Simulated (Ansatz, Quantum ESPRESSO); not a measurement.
# YBe3 (Fm-3m): zone-centre phonons, part 3 of 3

Which modes does YBe3 (Fm-3m) have at the zone centre?

Quantum ESPRESSO 7.5; DFT PBE, scalar-relativistic, plane waves, PseudoDojo norm-conserving pseudopotentials.

So far, highest optical zone-centre mode (no LO-TO term) (cm⁻¹): step 6 (zone-centre analysis) 470; step 8 (without ASR) 471.

The structure was built from a prototype and need not be the compound's stable phase.

**9. A second program**

The same cell goes through another code, with its own cutoff. It uses its own PAW datasets, so the potentials differ. Its k mesh is centred on Γ.

This step: DFT PBE, scalar-relativistic, plane waves, PAW (Ansatz 0.2.0).

Contents of input.yaml:

```yaml
crystal:
  lattice:
    - [-3.0043343162, 0.0, 3.0043343162]
    - [0.0, 3.0043343162, 3.0043343162]
    - [-3.0043343162, 3.0043343162, 0.0]
  atoms:
    - { symbol: "Y", position: [0.0, 0.0, 0.0] }
    - { symbol: Be, position: [0.5, 0.5, 0.5] }
    - { symbol: Be, position: [0.75, 0.75, 0.75] }
    - { symbol: Be, position: [0.25, 0.25, 0.25] }
kpoints:
  mp_grid: { grid: [10, 10, 10] }
hamiltonian:
  xc: pbe
scf:
  occupations: { method: cold, width: 0.27211 }
output:
  eigenvalues: true
phonons:
  method: dfpt
```

The run is started by

```
$ ansatz run input.yaml --threads 4 --pin off --max-ram 8192MiB --backend cpu --events-out ev --progress --plain --runs-dir out
```

Numbers of over 12 decimals in the logs are rounded to 6 here.

What it wrote:

```text
zone centre: on kpoints.mp_grid the ground state, and the responses unless they are solved on pairs of k-points, stand on 102 of the mesh's 1000 k-points, reduced under 8 symmetry operations, with k and −k counted as one. Each operation leaves every solved displacement unchanged or reverses it
Engine: ansatz 0.2.0, aarch64-unknown-linux-gnu
Pseudopotentials: kind: paw
Pseudopotential: Y, paw, valence charge 11, recommended cutoff 420 eV (normal), Y.paw.azcp
Pseudopotential: Be, paw, valence charge 2, recommended cutoff 420 eV (normal), Be.paw.azcp
Functional definition: PBE
  parameter kappa = 0.804
  parameter beta = 0.066725
  exchange = pbe_x(kappa = kappa, mu = beta*pi^2/3)
  correlation = pbe_c(beta = beta)
Crystal: 4 atoms, lattice volume = 54.234 Å³
Basis set: ecut = 420 eV, 1067 PW (Γ), exchange–correlation on 60×60×60 points (8 copies of the dense FFT grid, shifted against one another)
Bands: 13, of which v1, the nominal top of the filled ones, is band 9 counted from 1 (8 counted from 0)
Symmetry: 48 space group operations
k-points: 102 of 1000 (irreducible under 8 space group operations, time reversal used)
Non-local potential: Y, projectors of the file, l = 0: 3, l = 1: 2, l = 2: 2, l = 3: 1
Non-local potential: Be, projectors of the file, l = 0: 2, l = 1: 2, l = 2: 1
PAW form: soft (Blöchl's): semilocal exchange-correlation on the pseudo side does not see the compensation charge
PAW one-centre angular grid: Y, 590 points (default); XC on 64 Gauss nodes
PAW one-centre angular grid: Be, 110 points (default); XC on 64 Gauss nodes
Initial density: superposition of atomic densities (neutral atoms: chi_scale 0, normalization atom), corrected by the library's trained network
Initial wavefunctions: pseudopotential atomic-orbital guess
Functional: x = pbe(κ = 0.804, μ = 0.219515), c = pbe(β = 0.066725)
SCF iter   1: F=—  HF=-4126.181278 eV  |F-HF|=—  |Δ(HF+E_count)|=         —  Δρ=2.29e-3  dr2=5.64e-3  ethr=1.77e-3  ⟨swp⟩=5.1  Hψ=7181  notcnv=0
preconditioner: auto → Kerker (q_TF=auto, 2.249 Å⁻¹)  [metal: Δε(μ)=0.080 eV  Ē_g=5.818 eV  σ=0.272 eV  W_gap=0.21  n_scr=14 (ndim 8)  ℏωp=15.1 eV  f_vac=0.000  D(μ)=0.99/eV (n_scr^D=8)]
SCF iter   2: F=—  HF=-4126.178577 eV  |F-HF|=—  |Δ(HF+E_count)|=   2.70e-3  S|Δr|=    0.00e0  Δρ=1.37e-3  dr2=1.97e-3  ethr=3.32e-5  ⟨swp⟩=1.2  Hψ=2230  notcnv=0
SCF iter   3: F=—  HF=-4126.178020 eV  |F-HF|=—  |Δ(HF+E_count)|=   5.57e-4  S|Δr|=    0.00e0  Δρ=2.13e-4  dr2=2.32e-5  ethr=1.16e-5  ⟨swp⟩=2.0  Hψ=1787  notcnv=0
SCF iter   4: F=—  HF=-4126.178016 eV  |F-HF|=—  |Δ(HF+E_count)|=   4.71e-6  S|Δr|=    0.00e0  Δρ=5.40e-5  dr2=1.26e-6  ethr=1.36e-7  ⟨swp⟩=2.1  Hψ=2099  notcnv=0
SCF iter   5: F=—  HF=-4126.178016 eV  |F-HF|=—  |Δ(HF+E_count)|=   9.78e-8  S|Δr|=    0.00e0  Δρ=1.43e-5  dr2=9.70e-8  ethr=7.40e-9  ⟨swp⟩=1.9  Hψ=2105  notcnv=0
SCF iter   6: F=—  HF=-4126.178016 eV  |F-HF|=—  |Δ(HF+E_count)|=   3.99e-9  S|Δr|=    0.00e0  Δρ=3.28e-6  dr2=8.87e-9  ethr=5.70e-10  ⟨swp⟩=1.0  Hψ=1321  notcnv=0
SCF iter   7: F=—  HF=-4126.178016 eV  |F-HF|=—  |Δ(HF+E_count)|=   2.59e-9  S|Δr|=    0.00e0  Δρ=1.03e-6  dr2=9.07e-10  ethr=5.22e-11  ⟨swp⟩=2.6  Hψ=2028  notcnv=0
SCF iter   8: F=—  HF=-4126.178016 eV  |F-HF|=—  |Δ(HF+E_count)|=  2.83e-10  S|Δr|=    0.00e0  Δρ=1.57e-7  dr2=1.89e-11  ethr=5.33e-12  ⟨swp⟩=2.3  Hψ=2100  notcnv=0
SCF iter   9: F=-4126.178016 eV  HF=-4126.178016 eV  |F-HF|=0.00e0  |Δ(HF+E_count)|=  5.46e-12  S|Δr|=    0.00e0  Δρ=9.17e-9  dr2=2.74e-14  ethr=1.00e-12  ⟨swp⟩=5.1  Hψ=4880  notcnv=0
SCF 1 converged in 9 iterations: F = -4126.178016 eV  dr2 = 2.74e-14
  greatest PAW one-centre occupation: 0.993 electrons in one spin orbital (limit 2), on the Y atom at site 0 (counted from 0), in its partial waves of l = 0
DFPT response loops at Γ: preconditioner auto → Kerker (q_TF=auto, 2.249 Å⁻¹) (partly filled bands, converged f_vac=0.000); β = 1.00, the filter's whole step (`scf.mixing.beta` (0.50) is not read by the response loops under this deck's `scf.mixing.preconditioner`; to damp them name `kerker` or `kerker_dos`, under which they read `scf.mixing.beta`, and type it under 1.00, their step now; both keys bind the ground state too); Broyden in place of MSR1
SCF converged after 9 iterations
Stability not checked: this state was not tested for a lower state beside it, because cold or Methfessel-Paxton smearing, or corrected tetrahedra, fill the levels in a way that the test cannot read (fill_not_monotonic; see scf.lower_state_search)
Free energy (F): -4126.178016 eV
Harris-Foulkes:  -4126.178016 eV  (|F-HF|=0.00e0)
Internal energy: -4126.180704 eV  (E = F + TS)
E sigma→0 (E₀):  -4126.178912 eV
Entropy (-TS):   0.002688 eV (0.672 meV/atom)
Fermi energy:    8.763736 eV
--- Per-component energies (eV) ---
  E_band       = -89.551211
  E_kinetic    = 364.209417
  E_local      = -640.786958  (includes V_loc(G=0)·N_el)
  E_nonlocal   = 64.266591
  E_hartree    = 220.346048
  E_xc         = -231.523488
  E_vxc        = -260.181302  (∫ρ·V_xc dr)
  E_paw        = -3004.187676  (= ΣΔE_a)
  E_vpaw       = -57.751060  (= ΣTr[D̂ρ^β])
  E_aug_tail   = 0.000001  (compensation charges beyond the density's cutoff)
  E_ewald      = -898.504640
  E_smearing   = 0.002688  (= −TS)
  E_closure    = -0.000000  (closes the sum)
  Σ components = -4126.178016   (vs F -4126.178016, Δ=0.00e0)
--- Band table (eV; the first three rows and the last of 102) ---
  k-point 0: bands = [... 5 lower, 7.2997, 7.2997, 7.2997, 10.8540, 10.8540, 10.8540, 11.1078, 11.1078]
  k-point 1: bands = [... 5 lower, 7.0179, 7.3475, 7.3475, 10.0439, 10.0439, 10.9590, 12.2082, 12.2082]
  k-point 2: bands = [... 5 lower, 6.3770, 7.3982, 7.3982, 9.5764, 9.5764, 11.0354, 13.4510, 13.6069]
  k-point 101: bands = [... 5 lower, 5.2791, 6.2082, 7.6225, 7.6225, 11.1864, 11.4892, 11.4892, 12.5222]
--- Phonons (Γ-DFPT): 3 representative perturbations + reference, on 102 of 1000 k-points (Σ response iterations 9) ---
  k mesh reduced under 8 symmetry operations, with k and −k counted as one. Each operation leaves every solved displacement unchanged or reverses it
  ASR residual: 1.391e-5 → 0.000e0 eV/Å²; symmetrization residual: 7.395e-8 eV/Å²
  ASR residual per site (eV/Å²): 9.64e-7 1.39e-5 2.72e-6 2.72e-6
  Γ frequencies (cm⁻¹): 0.00 0.00 0.00 312.06 312.06 312.06 337.75 337.75 337.75 469.36 469.36 469.36
  non-analytic LO–TO correction: not included (Born effective charges unavailable; polar crystals: no LO–TO splitting at Γ)
```

Elapsed: 6.3 s, on 4 threads of Arm Neoverse V2, shared host; peak memory 0.56 GiB.

This step gave:

```
sum-rule residual before enforcement             : 1.39e-5 eV/Å²
highest optical zone-centre mode (no LO-TO term) : 469.4 cm⁻¹
lowest optical zone-centre mode                  : 312.1 cm⁻¹
```

**10. Side by side: QE PseudoDojo and Ansatz, PAW**

Worked out from the results:

```yaml
root_mean_square_difference: 1.58 cm⁻¹
largest_difference: 2.09 cm⁻¹
```

Frequencies side by side, by row:

| q (reciprocal lattice) | mode | QE PseudoDojo (cm⁻¹) | Ansatz, PAW (cm⁻¹) |
| --- | --- | --- | --- |
| 0 0 0 | 1 | 0 | 0 |
| 0 0 0 | 2 | 0 | 0 |
| 0 0 0 | 3 | 0 | 0 |
| 0 0 0 | 4 | 314.1 | 312.1 |
| 0 0 0 | 5 | 314.1 | 312.1 |
| 0 0 0 | 6 | 314.1 | 312.1 |
| 0 0 0 | 7 | 339.2 | 337.8 |
| 0 0 0 | 8 | 339.2 | 337.8 |
| 0 0 0 | 9 | 339.2 | 337.8 |
| 0 0 0 | 10 | 470.4 | 469.4 |
| 0 0 0 | 11 | 470.4 | 469.4 |
| 0 0 0 | 12 | 470.4 | 469.4 |

At the zone centre the largest difference (acoustic modes at Γ apart) is 0.4 % of the highest mode.

**11. Summary of results**

```
space group after relaxation                                           : Fm-3m
volume per atom                                                        : 13.6 Å³
highest optical zone-centre mode (no LO-TO term)                       : 470.4 cm⁻¹
lowest optical zone-centre mode                                        : 314.1 cm⁻¹
imaginary optical modes at the zone centre (no q mesh in this session) : none
largest difference from Ansatz, PAW                                    : 2.09 cm⁻¹
```

**Reading.** At the PBE level the optical modes of YBe3 (Fm-3m) at the zone centre run from 314 to 470 cm⁻¹. Of the 9 optical modes, 6 are infrared active alone and 3 are Raman active alone; inversion symmetry keeps the two sets apart. QE PseudoDojo and Ansatz, PAW differ by 1.6 cm⁻¹ in the root mean square and by 2.1 cm⁻¹ at most, 0.4 % of the highest mode compared (acoustic modes at Γ left out); the two use different potentials, and the cell was not relaxed for the second set. These are harmonic frequencies at zero temperature: anharmonic shifts and linewidths and thermal expansion are left out. In a metal the frequencies hang on the k mesh and the smearing, most of all near Kohn anomalies. The runs are without spin polarisation, although the cell has an odd electron count or an open d or f shell, so a magnetic state was not tested. The relaxation ran at 76 Ry, under the 88 Ry recommended for these files; the stress of so short a basis can leave the cell about one per cent too small. The structure is a hypothetical one, built on a prototype.

[Host names and launcher messages were left out of these logs when they were recorded.]

[Logs are printed without paths, hosts, clocks, repeated set-up lines and the standing remarks that a program may print on its own settings, such as how far it seeks lower states.]

[Hosts, paths, dates, database ids (printed as entryN), source tags and the programs' standing remarks are cut or masked in the printed files.]
